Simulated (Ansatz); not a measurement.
# Resistivity from frozen vibrations: Mg(0001) with 2 thermally displaced layers, 2x2, part 2 of 2

Aim: the resistivity of Mg at 300 K from frozen thermal displacements between perfect leads. The measured value for the pure metal at this temperature is 4.51 µΩ cm (CRC Handbook of Chemistry and Physics, 84th ed., 2003, Electrical Resistivity of Pure Metals).

Ansatz 0.2.0; Ansatz plane-wave DFT, PBE, PAW files; ballistic transport by layer matching (Landauer), zero bias; PAW set soft_1.

So far, open channels per spin nearest the Fermi level: step 2 (with 2 displaced layers) 3.77.

## (3) With 6 displaced layers

Each atom of 6 layers is moved at random, by amounts drawn from a normal law 0.1085 Å wide in each direction from the Debye model (400 K) at 300 K. A fresh draw is used; the growth of the resistance with length is what counts.

System of this step: Mg(0001) with 6 thermally displaced layers, 2x2. The cell holds 64 atoms: 64 Mg. Cell: a = 6.419 Å, b = 6.419 Å, c = 41.683 Å, α = 90.0°, β = 90.0°, γ = 120.0°. It derives from Mg. Regions: lead, 40 atoms (40 Mg); scattering region, 24 atoms (24 Mg). The structure is stacked along c, and the current runs across the ab planes.

input.yaml reads:

```yaml
crystal:
  lattice:
    - [6.41854, 0.0, 0.0]
    - [-3.20927, 5.5586186952, 0.0]
    - [0.0, 0.0, 41.68264]
  atoms:
    - { symbol: Mg, position: [0.1666666667, 0.3333333333, 0.03125] }
    - { symbol: Mg, position: [0.1666666667, 0.8333333333, 0.03125] }
    - { symbol: Mg, position: [0.6666666667, 0.3333333333, 0.03125] }
    - { symbol: Mg, position: [0.6666666667, 0.8333333333, 0.03125] }
    - { symbol: Mg, position: [0.3333333333, 0.1666666667, 0.09375] }
    - { symbol: Mg, position: [0.3333333333, 0.6666666667, 0.09375] }
    - { symbol: Mg, position: [0.8333333333, 0.1666666667, 0.09375] }
    - { symbol: Mg, position: [0.8333333333, 0.6666666667, 0.09375] }
    - { symbol: Mg, position: [0.1666666667, 0.3333333333, 0.15625] }
    - { symbol: Mg, position: [0.1666666667, 0.8333333333, 0.15625] }
    - { symbol: Mg, position: [0.6666666667, 0.3333333333, 0.15625] }
    - { symbol: Mg, position: [0.6666666667, 0.8333333333, 0.15625] }
    - { symbol: Mg, position: [0.3333333333, 0.1666666667, 0.21875] }
    - { symbol: Mg, position: [0.3333333333, 0.6666666667, 0.21875] }
    - { symbol: Mg, position: [0.8333333333, 0.1666666667, 0.21875] }
    - { symbol: Mg, position: [0.8333333333, 0.6666666667, 0.21875] }
    - { symbol: Mg, position: [0.1666666667, 0.3333333333, 0.28125] }
    - { symbol: Mg, position: [0.1666666667, 0.8333333333, 0.28125] }
    - { symbol: Mg, position: [0.6666666667, 0.3333333333, 0.28125] }
    - { symbol: Mg, position: [0.6666666667, 0.8333333333, 0.28125] }
    - { symbol: Mg, position: [0.3172987453, 0.1550660435, 0.3430124006] }
    - { symbol: Mg, position: [0.3284992926, 0.6816242475, 0.3395955376] }
    - { symbol: Mg, position: [0.8411493763, 0.1544565378, 0.3423289697] }
    - { symbol: Mg, position: [0.8090915517, 0.6638512746, 0.3431053604] }
    - { symbol: Mg, position: [0.1646937052, 0.3229148514, 0.4064940385] }
    - { symbol: Mg, position: [0.2014174163, 0.8413164002, 0.4047567389] }
    - { symbol: Mg, position: [0.6815205801, 0.3308193264, 0.4077957993] }
    - { symbol: Mg, position: [0.6732077503, 0.8257003111, 0.4012256435] }
    - { symbol: Mg, position: [0.3328385554, 0.1774302579, 0.4677606084] }
    - { symbol: Mg, position: [0.3503130515, 0.6857858407, 0.467333724] }
    - { symbol: Mg, position: [0.8699751328, 0.1983218823, 0.471558655] }
    - { symbol: Mg, position: [0.8637376891, 0.6880745052, 0.4746183528] }
    - { symbol: Mg, position: [0.1698287112, 0.3333740115, 0.5328198315] }
    - { symbol: Mg, position: [0.1361571105, 0.8030176285, 0.5289542163] }
    - { symbol: Mg, position: [0.6775809859, 0.3425666323, 0.527251003] }
    - { symbol: Mg, position: [0.6317441671, 0.827162706, 0.5307605066] }
    - { symbol: Mg, position: [0.3390536647, 0.179770665, 0.5969485396] }
    - { symbol: Mg, position: [0.3432156461, 0.6786253626, 0.5908992932] }
    - { symbol: Mg, position: [0.8157550859, 0.1712776883, 0.5954800554] }
    - { symbol: Mg, position: [0.8513941335, 0.6782361104, 0.5957911303] }
    - { symbol: Mg, position: [0.1632555907, 0.299133276, 0.6543390357] }
    - { symbol: Mg, position: [0.1801835487, 0.8449794844, 0.6523141659] }
    - { symbol: Mg, position: [0.6822128712, 0.3247679856, 0.6556450203] }
    - { symbol: Mg, position: [0.6786110519, 0.8479651003, 0.6525197315] }
    - { symbol: Mg, position: [0.3333333333, 0.1666666667, 0.71875] }
    - { symbol: Mg, position: [0.3333333333, 0.6666666667, 0.71875] }
    - { symbol: Mg, position: [0.8333333333, 0.1666666667, 0.71875] }
    - { symbol: Mg, position: [0.8333333333, 0.6666666667, 0.71875] }
    - { symbol: Mg, position: [0.1666666667, 0.3333333333, 0.78125] }
    - { symbol: Mg, position: [0.1666666667, 0.8333333333, 0.78125] }
    - { symbol: Mg, position: [0.6666666667, 0.3333333333, 0.78125] }
    - { symbol: Mg, position: [0.6666666667, 0.8333333333, 0.78125] }
    - { symbol: Mg, position: [0.3333333333, 0.1666666667, 0.84375] }
    - { symbol: Mg, position: [0.3333333333, 0.6666666667, 0.84375] }
    - { symbol: Mg, position: [0.8333333333, 0.1666666667, 0.84375] }
    - { symbol: Mg, position: [0.8333333333, 0.6666666667, 0.84375] }
    - { symbol: Mg, position: [0.1666666667, 0.3333333333, 0.90625] }
    - { symbol: Mg, position: [0.1666666667, 0.8333333333, 0.90625] }
    - { symbol: Mg, position: [0.6666666667, 0.3333333333, 0.90625] }
    - { symbol: Mg, position: [0.6666666667, 0.8333333333, 0.90625] }
    - { symbol: Mg, position: [0.3333333333, 0.1666666667, 0.96875] }
    - { symbol: Mg, position: [0.3333333333, 0.6666666667, 0.96875] }
    - { symbol: Mg, position: [0.8333333333, 0.1666666667, 0.96875] }
    - { symbol: Mg, position: [0.8333333333, 0.6666666667, 0.96875] }
kpoints:
  mp_grid: { grid: [4, 4, 1] }
hamiltonian:
  xc: pbe
  pseudopotentials: { kind: paw, azcp: { folder: soft_1 } }
scf:
  occupations: { method: fermi_dirac, width: 0.1 }
output:
  transmission: { leads: [[0, 8]], kmesh: [8, 8], e_range: [-0.05, 0.05], de: 0.05 }
  write_potential: true
  write_density: true
  volumetric_format: npy
```

Launch:

```
> ansatz run input.yaml --threads 4 --pin off --max-ram 15360MiB --backend cpu --events-out ev --progress --plain --runs-dir out
```

Numbers of over 12 decimals in the logs are rounded to 6 here.

What it wrote:

```text
[...]
Crystal: 64 atoms, lattice volume = 1487.162 Å³
Basis set: ecut = 420 eV, 29155 PW (Γ)
Bands: 384, of which v1, the nominal top of the filled ones, is band 320 counted from 1 (319 counted from 0)
Symmetry: 1 space group operations
[...]
k-points: 10 of 16 (time reversal used)
[...]
SCF iter   1: F=—  HF=-123123.812527 eV  |F-HF|=—  |Δ(HF+E_count)|=         —  Δρ=1.34e-2  dr2=4.02e0  ethr=3.10e-3  ⟨swp⟩=8.3  Hψ=15464  notcnv=0  defer=29
[...]
SCF iter   8: F=-123123.337690 eV  HF=-123123.337690 eV  |F-HF|=5.47e-8  |Δ(HF+E_count)|=   4.81e-8  Δρ=9.80e-7  dr2=5.69e-8  ethr=1.56e-11  ⟨swp⟩=11.0  Hψ=13964  notcnv=0
SCF 1 converged in 8 iterations: F = -123123.337690 eV  dr2 = 5.69e-8
[...]
transmission: 222 of 2210 steps passed
transmission: 442 of 2210 steps passed
[...]
transmission: 2210 of 2210 steps passed
SCF converged after 8 iterations
Free energy (F): -123123.337690 eV
[...]
Internal energy: -123122.688909 eV  (E = F + TS)
E sigma→0 (E₀):  -123123.013300 eV
Entropy (-TS):   -0.648781 eV (-10.137 meV/atom)
Fermi energy:    5.513731 eV
[...]
--- Band table (eV; the first three rows and the last of 10) ---
  k-point 0: bands = [... 316 lower, 4.4231, 4.4296, 4.4331, 4.4462, 4.4715, 5.0408, 5.0477, 5.0613, ... 60 higher]
  k-point 1: bands = [... 316 lower, 5.0081, 5.0219, 5.2776, 5.2826, 5.6366, 5.6582, 5.6813, 5.6966, ... 60 higher]
  k-point 2: bands = [... 316 lower, 5.9915, 6.0150, 6.0330, 6.0560, 6.4826, 6.5011, 6.5452, 6.5618, ... 60 higher]
  k-point 9: bands = [... 316 lower, 6.0080, 6.0125, 6.0464, 6.0589, 6.4897, 6.5058, 6.5449, 6.5558, ... 60 higher]
--- Transmission ---
  basis      : 313 plane waves across, 65 finite elements along
  points     : 34, standing for a mesh of 8 x 8
[...]
channels       : 3.765625e0 a spin
[...]
junction   : crystal 0 to crystal 0, 0.70 to 37.17 Å
    transmission   : 3.431824e0 a spin
[...]
```

It took 10 min on 4 threads of Intel Xeon Platinum 8375C at 2.90GHz (Ice Lake), shared host; peak memory 9.6 GiB.

This step gave:

| Property | Result |
| --- | --- |
| free energy | -123123.3377 eV |
| energy at zero smearing | -123123.0133 eV |
| Fermi energy | 5.514 eV |
| transmission per spin nearest the Fermi level | 3.432 |
| step of the lead's potential | 7.5 meV |

Per spin. Table of transmission, zone mean by energy, zero at the Fermi level:

```tsv
energy (eV)	transmission, zone mean
-0.0500	3.43
0.0000	3.43
0.0500	3.36
```

Over the solved energies the transmission per spin lies between 3.36 and 3.43, out of 3.77 channels of the lead on average (up to 3.77).

## (4) With 10 displaced layers

Each atom of 10 layers is moved at random, by amounts drawn from a normal law 0.1085 Å wide in each direction from the Debye model (400 K) at 300 K. A fresh draw is used; the growth of the resistance with length is what counts.

System of this step: Mg(0001) with 10 thermally displaced layers, 2x2. The cell holds 80 atoms: 80 Mg. Cell: a = 6.419 Å, b = 6.419 Å, c = 52.103 Å, α = 90.0°, β = 90.0°, γ = 120.0°. It derives from Mg. Regions: lead, 40 atoms (40 Mg); scattering region, 40 atoms (40 Mg). The structure is stacked along c, and the current runs across the ab planes.

input.yaml reads:

```yaml
crystal:
  lattice:
    - [6.41854, 0.0, 0.0]
    - [-3.20927, 5.5586186952, 0.0]
    - [0.0, 0.0, 52.1033]
  atoms:
    - { symbol: Mg, position: [0.1666666667, 0.3333333333, 0.025] }
    - { symbol: Mg, position: [0.1666666667, 0.8333333333, 0.025] }
    - { symbol: Mg, position: [0.6666666667, 0.3333333333, 0.025] }
    - { symbol: Mg, position: [0.6666666667, 0.8333333333, 0.025] }
    - { symbol: Mg, position: [0.3333333333, 0.1666666667, 0.075] }
    - { symbol: Mg, position: [0.3333333333, 0.6666666667, 0.075] }
    - { symbol: Mg, position: [0.8333333333, 0.1666666667, 0.075] }
    - { symbol: Mg, position: [0.8333333333, 0.6666666667, 0.075] }
    - { symbol: Mg, position: [0.1666666667, 0.3333333333, 0.125] }
    - { symbol: Mg, position: [0.1666666667, 0.8333333333, 0.125] }
    - { symbol: Mg, position: [0.6666666667, 0.3333333333, 0.125] }
    - { symbol: Mg, position: [0.6666666667, 0.8333333333, 0.125] }
    - { symbol: Mg, position: [0.3333333333, 0.1666666667, 0.175] }
    - { symbol: Mg, position: [0.3333333333, 0.6666666667, 0.175] }
    - { symbol: Mg, position: [0.8333333333, 0.1666666667, 0.175] }
    - { symbol: Mg, position: [0.8333333333, 0.6666666667, 0.175] }
    - { symbol: Mg, position: [0.1666666667, 0.3333333333, 0.225] }
    - { symbol: Mg, position: [0.1666666667, 0.8333333333, 0.225] }
    - { symbol: Mg, position: [0.6666666667, 0.3333333333, 0.225] }
    - { symbol: Mg, position: [0.6666666667, 0.8333333333, 0.225] }
    - { symbol: Mg, position: [0.3508206775, 0.1681753204, 0.2733949161] }
    - { symbol: Mg, position: [0.3073480855, 0.6240023468, 0.273651448] }
    - { symbol: Mg, position: [0.8294884423, 0.1528270539, 0.2743169707] }
    - { symbol: Mg, position: [0.8313246928, 0.6676109899, 0.2771252969] }
    - { symbol: Mg, position: [0.163708746, 0.3282591451, 0.3261216342] }
    - { symbol: Mg, position: [0.1984238632, 0.8266434075, 0.3260679561] }
    - { symbol: Mg, position: [0.6531356661, 0.3595953764, 0.3263730505] }
    - { symbol: Mg, position: [0.688619302, 0.8321805648, 0.3228285195] }
    - { symbol: Mg, position: [0.3556654609, 0.1813745222, 0.3731945435] }
    - { symbol: Mg, position: [0.3128187261, 0.6754330588, 0.3746431062] }
    - { symbol: Mg, position: [0.8714935692, 0.1546774877, 0.3738993618] }
    - { symbol: Mg, position: [0.8152113034, 0.6341672209, 0.3731486322] }
    - { symbol: Mg, position: [0.1931800553, 0.3307690411, 0.4237331375] }
    - { symbol: Mg, position: [0.1508321849, 0.8446635023, 0.4263707894] }
    - { symbol: Mg, position: [0.6672033351, 0.3257367019, 0.4256362293] }
    - { symbol: Mg, position: [0.666471942, 0.8200434755, 0.4262958983] }
    - { symbol: Mg, position: [0.2849964108, 0.1415067986, 0.4743671457] }
    - { symbol: Mg, position: [0.3201368518, 0.6439417389, 0.4756845059] }
    - { symbol: Mg, position: [0.8555787047, 0.1754704823, 0.4754675427] }
    - { symbol: Mg, position: [0.8512805862, 0.6745608745, 0.4726211859] }
    - { symbol: Mg, position: [0.1758450295, 0.3585381337, 0.5226313861] }
    - { symbol: Mg, position: [0.1639221438, 0.8257382135, 0.5231300502] }
    - { symbol: Mg, position: [0.6505541614, 0.3353051167, 0.5256566606] }
    - { symbol: Mg, position: [0.657777858, 0.8051086977, 0.5243987477] }
    - { symbol: Mg, position: [0.3484173521, 0.1851469477, 0.5764003802] }
    - { symbol: Mg, position: [0.3580978873, 0.6880811474, 0.5767156728] }
    - { symbol: Mg, position: [0.8201199529, 0.1677995368, 0.573515014] }
    - { symbol: Mg, position: [0.7766737745, 0.6338582031, 0.5793498064] }
    - { symbol: Mg, position: [0.1258991632, 0.2895708008, 0.6237821527] }
    - { symbol: Mg, position: [0.1919262101, 0.8324558256, 0.6258497619] }
    - { symbol: Mg, position: [0.6612851002, 0.3317088263, 0.627637572] }
    - { symbol: Mg, position: [0.6792799881, 0.8316498309, 0.6268566422] }
    - { symbol: Mg, position: [0.3493567188, 0.1623888713, 0.6755621931] }
    - { symbol: Mg, position: [0.3311068591, 0.6536225168, 0.6773965045] }
    - { symbol: Mg, position: [0.8244640097, 0.1545755448, 0.671510449] }
    - { symbol: Mg, position: [0.8268305734, 0.6964406683, 0.6726260179] }
    - { symbol: Mg, position: [0.170344585, 0.3261671868, 0.7260647504] }
    - { symbol: Mg, position: [0.1692716516, 0.8181814061, 0.7243922425] }
    - { symbol: Mg, position: [0.6694640374, 0.3355691354, 0.7249406333] }
    - { symbol: Mg, position: [0.6675139107, 0.8456184656, 0.7277426343] }
    - { symbol: Mg, position: [0.3333333333, 0.1666666667, 0.775] }
    - { symbol: Mg, position: [0.3333333333, 0.6666666667, 0.775] }
    - { symbol: Mg, position: [0.8333333333, 0.1666666667, 0.775] }
    - { symbol: Mg, position: [0.8333333333, 0.6666666667, 0.775] }
    - { symbol: Mg, position: [0.1666666667, 0.3333333333, 0.825] }
    - { symbol: Mg, position: [0.1666666667, 0.8333333333, 0.825] }
    - { symbol: Mg, position: [0.6666666667, 0.3333333333, 0.825] }
    - { symbol: Mg, position: [0.6666666667, 0.8333333333, 0.825] }
    - { symbol: Mg, position: [0.3333333333, 0.1666666667, 0.875] }
    - { symbol: Mg, position: [0.3333333333, 0.6666666667, 0.875] }
    - { symbol: Mg, position: [0.8333333333, 0.1666666667, 0.875] }
    - { symbol: Mg, position: [0.8333333333, 0.6666666667, 0.875] }
    - { symbol: Mg, position: [0.1666666667, 0.3333333333, 0.925] }
    - { symbol: Mg, position: [0.1666666667, 0.8333333333, 0.925] }
    - { symbol: Mg, position: [0.6666666667, 0.3333333333, 0.925] }
    - { symbol: Mg, position: [0.6666666667, 0.8333333333, 0.925] }
    - { symbol: Mg, position: [0.3333333333, 0.1666666667, 0.975] }
    - { symbol: Mg, position: [0.3333333333, 0.6666666667, 0.975] }
    - { symbol: Mg, position: [0.8333333333, 0.1666666667, 0.975] }
    - { symbol: Mg, position: [0.8333333333, 0.6666666667, 0.975] }
kpoints:
  mp_grid: { grid: [4, 4, 1] }
hamiltonian:
  xc: pbe
  pseudopotentials: { kind: paw, azcp: { folder: soft_1 } }
scf:
  occupations: { method: fermi_dirac, width: 0.1 }
output:
  transmission: { leads: [[0, 8]], kmesh: [8, 8], e_range: [-0.05, 0.05], de: 0.05 }
  write_potential: true
  write_density: true
  volumetric_format: npy
```

What it wrote:

```text
[...]
Crystal: 80 atoms, lattice volume = 1858.953 Å³
Basis set: ecut = 420 eV, 36475 PW (Γ)
Bands: 480, of which v1, the nominal top of the filled ones, is band 400 counted from 1 (399 counted from 0)
Symmetry: 1 space group operations
[...]
k-points: 10 of 16 (time reversal used)
[...]
SCF iter   1: F=—  HF=-153904.136778 eV  |F-HF|=—  |Δ(HF+E_count)|=         —  Δρ=1.35e-2  dr2=5.20e0  ethr=3.10e-3  ⟨swp⟩=8.8  Hψ=19902  notcnv=0  defer=52
[...]
SCF iter   9: F=-153903.500767 eV  HF=-153903.500767 eV  |F-HF|=2.15e-8  |Δ(HF+E_count)|=   2.10e-8  Δρ=5.33e-7  dr2=2.39e-8  ethr=1.25e-11  ⟨swp⟩=10.5  Hψ=15553  notcnv=0
SCF 1 converged in 9 iterations: F = -153903.500767 eV  dr2 = 2.39e-8
[...]
transmission: 276 of 2754 steps passed
transmission: 552 of 2754 steps passed
[...]
transmission: 2754 of 2754 steps passed
SCF converged after 9 iterations
Free energy (F): -153903.500767 eV
[...]
Internal energy: -153902.609588 eV  (E = F + TS)
E sigma→0 (E₀):  -153903.055177 eV
Entropy (-TS):   -0.891179 eV (-11.140 meV/atom)
Fermi energy:    5.484438 eV
[...]
--- Band table (eV; the first three rows and the last of 10) ---
  k-point 0: bands = [... 396 lower, 4.4252, 4.4338, 4.4398, 4.4577, 4.4942, 5.0256, 5.0489, 5.0573, ... 76 higher]
  k-point 1: bands = [... 396 lower, 4.9641, 5.0123, 5.4157, 5.4447, 5.4587, 5.4766, 5.5574, 5.5672, ... 76 higher]
  k-point 2: bands = [... 396 lower, 6.1515, 6.1563, 6.1853, 6.2036, 6.2639, 6.2813, 6.3093, 6.3248, ... 76 higher]
  k-point 9: bands = [... 396 lower, 6.1325, 6.1649, 6.1820, 6.2041, 6.2672, 6.2702, 6.3266, 6.3339, ... 76 higher]
--- Transmission ---
  basis      : 313 plane waves across, 81 finite elements along
  points     : 34, standing for a mesh of 8 x 8
[...]
channels       : 3.765625e0 a spin
[...]
junction   : crystal 0 to crystal 0, 0.70 to 47.59 Å
    transmission   : 3.388458e0 a spin
[...]
```

Run time: 16 min. Hardware: 4 threads; peak memory 9.8 GiB.

Numbers from this step:

| Item | Value |
| --- | --- |
| free energy | -153903.5008 eV |
| energy at zero smearing | -153903.0552 eV |
| Fermi energy | 5.484 eV |
| transmission per spin nearest the Fermi level | 3.388 |
| step of the lead's potential | 2.3 meV |

Per spin. Table of transmission, zone mean by energy, zero at the Fermi level:

```tsv
energy (eV)	transmission, zone mean
-0.0500	3.20
0.0000	3.39
0.0500	3.39
```

Over the solved energies the transmission per spin lies between 3.20 and 3.39, out of 3.70 channels of the lead on average (up to 3.77).

## (5) Resistance against length

This step: Ansatz plane-wave DFT, PBE, PAW files; ballistic transport by layer matching (Landauer), zero bias; resistivity from the slope of the area resistance; PAW set soft_1 (Ansatz 0.2.0).

Numbers from this step:

- resistivity: 5.982 µΩ cm
- intercept: 0.001786 fΩ m²
- scatter about the fit: 0.02388 fΩ m²

Resistance, by row:

```tsv
run	length (Å)	T	channels N	RA (fΩ m²)
n2	5.21	3.686	3.734	0.01607
n6	15.63	3.406	3.766	0.1291
n10	26.05	3.327	3.703	0.1408
```

The area resistance by length of the displaced region:

```tsv
length of the displaced region (Å)	area resistance (fΩ m²)
5.21	0.0161
15.63	0.129
26.05	0.141
```

The area resistance goes from 0.016 to 0.14 fΩ m² between 5.2 and 26.1 Å, a slope of 6.0 µΩ cm.

By hand from the end points: (0.1408 − 0.01607) fΩ m² / (26.05 − 5.21) Å = 6.0 µΩ cm, since 1 fΩ m² per Å is 1000 µΩ cm.

## (6) Summary of results

| Property | Result |
| --- | --- |
| resistivity from the slope | 5.98 µΩ cm |
| area resistance over 5.21 Å | 0.0161 fΩ m² |
| area resistance over 15.6 Å | 0.129 fΩ m² |
| area resistance over 26.1 Å | 0.141 fΩ m² |

**Reading.** The slope gives 6.0 µΩ cm. The points scatter by 0.024 fΩ m² about the line, with one random draw a length in a 2x2 cell, so the slope is a rough value. The mean square of the displacements drawn is 0.84, 0.86 and 0.90 of the nominal one at the three lengths; with each resistance scaled back by that, the slope is 6.6 µΩ cm, the value used below. The lead's own channel count moves between the runs (3.73, 3.77 and 3.70), which shifts RA and the slope too. The current runs along the hexagonal axis, while the measured value below is not for that direction. Read with a model of isotropic scattering on a spherical Fermi surface and the lead's 0.81×10¹⁵ S/m², this slope means a mean free path near 165 Å; over these lengths the model's slope is 1.18 times its bulk resistivity, which would be 5.6 µΩ cm. Uncorrelated displacements put too much weight on short waves, which scatter strongly; with the sideways repeat of a small cell, one draw and three short lengths, the method is good to a factor of two or three. The measured value is 4.51 µΩ cm (CRC Handbook of Chemistry and Physics, 84th ed., 2003, Electrical Resistivity of Pure Metals); the scaled slope is 1.5 times that and the corrected value 1.2: fair for so small a cell.

[Logs are printed without paths, hosts, clocks, repeated set-up lines and the standing remarks that a program may print on its own settings, such as how far it seeks lower states.]

[Hosts, paths, dates, database ids (printed as entryN), source tags and the programs' standing remarks are cut or masked in the printed files.]
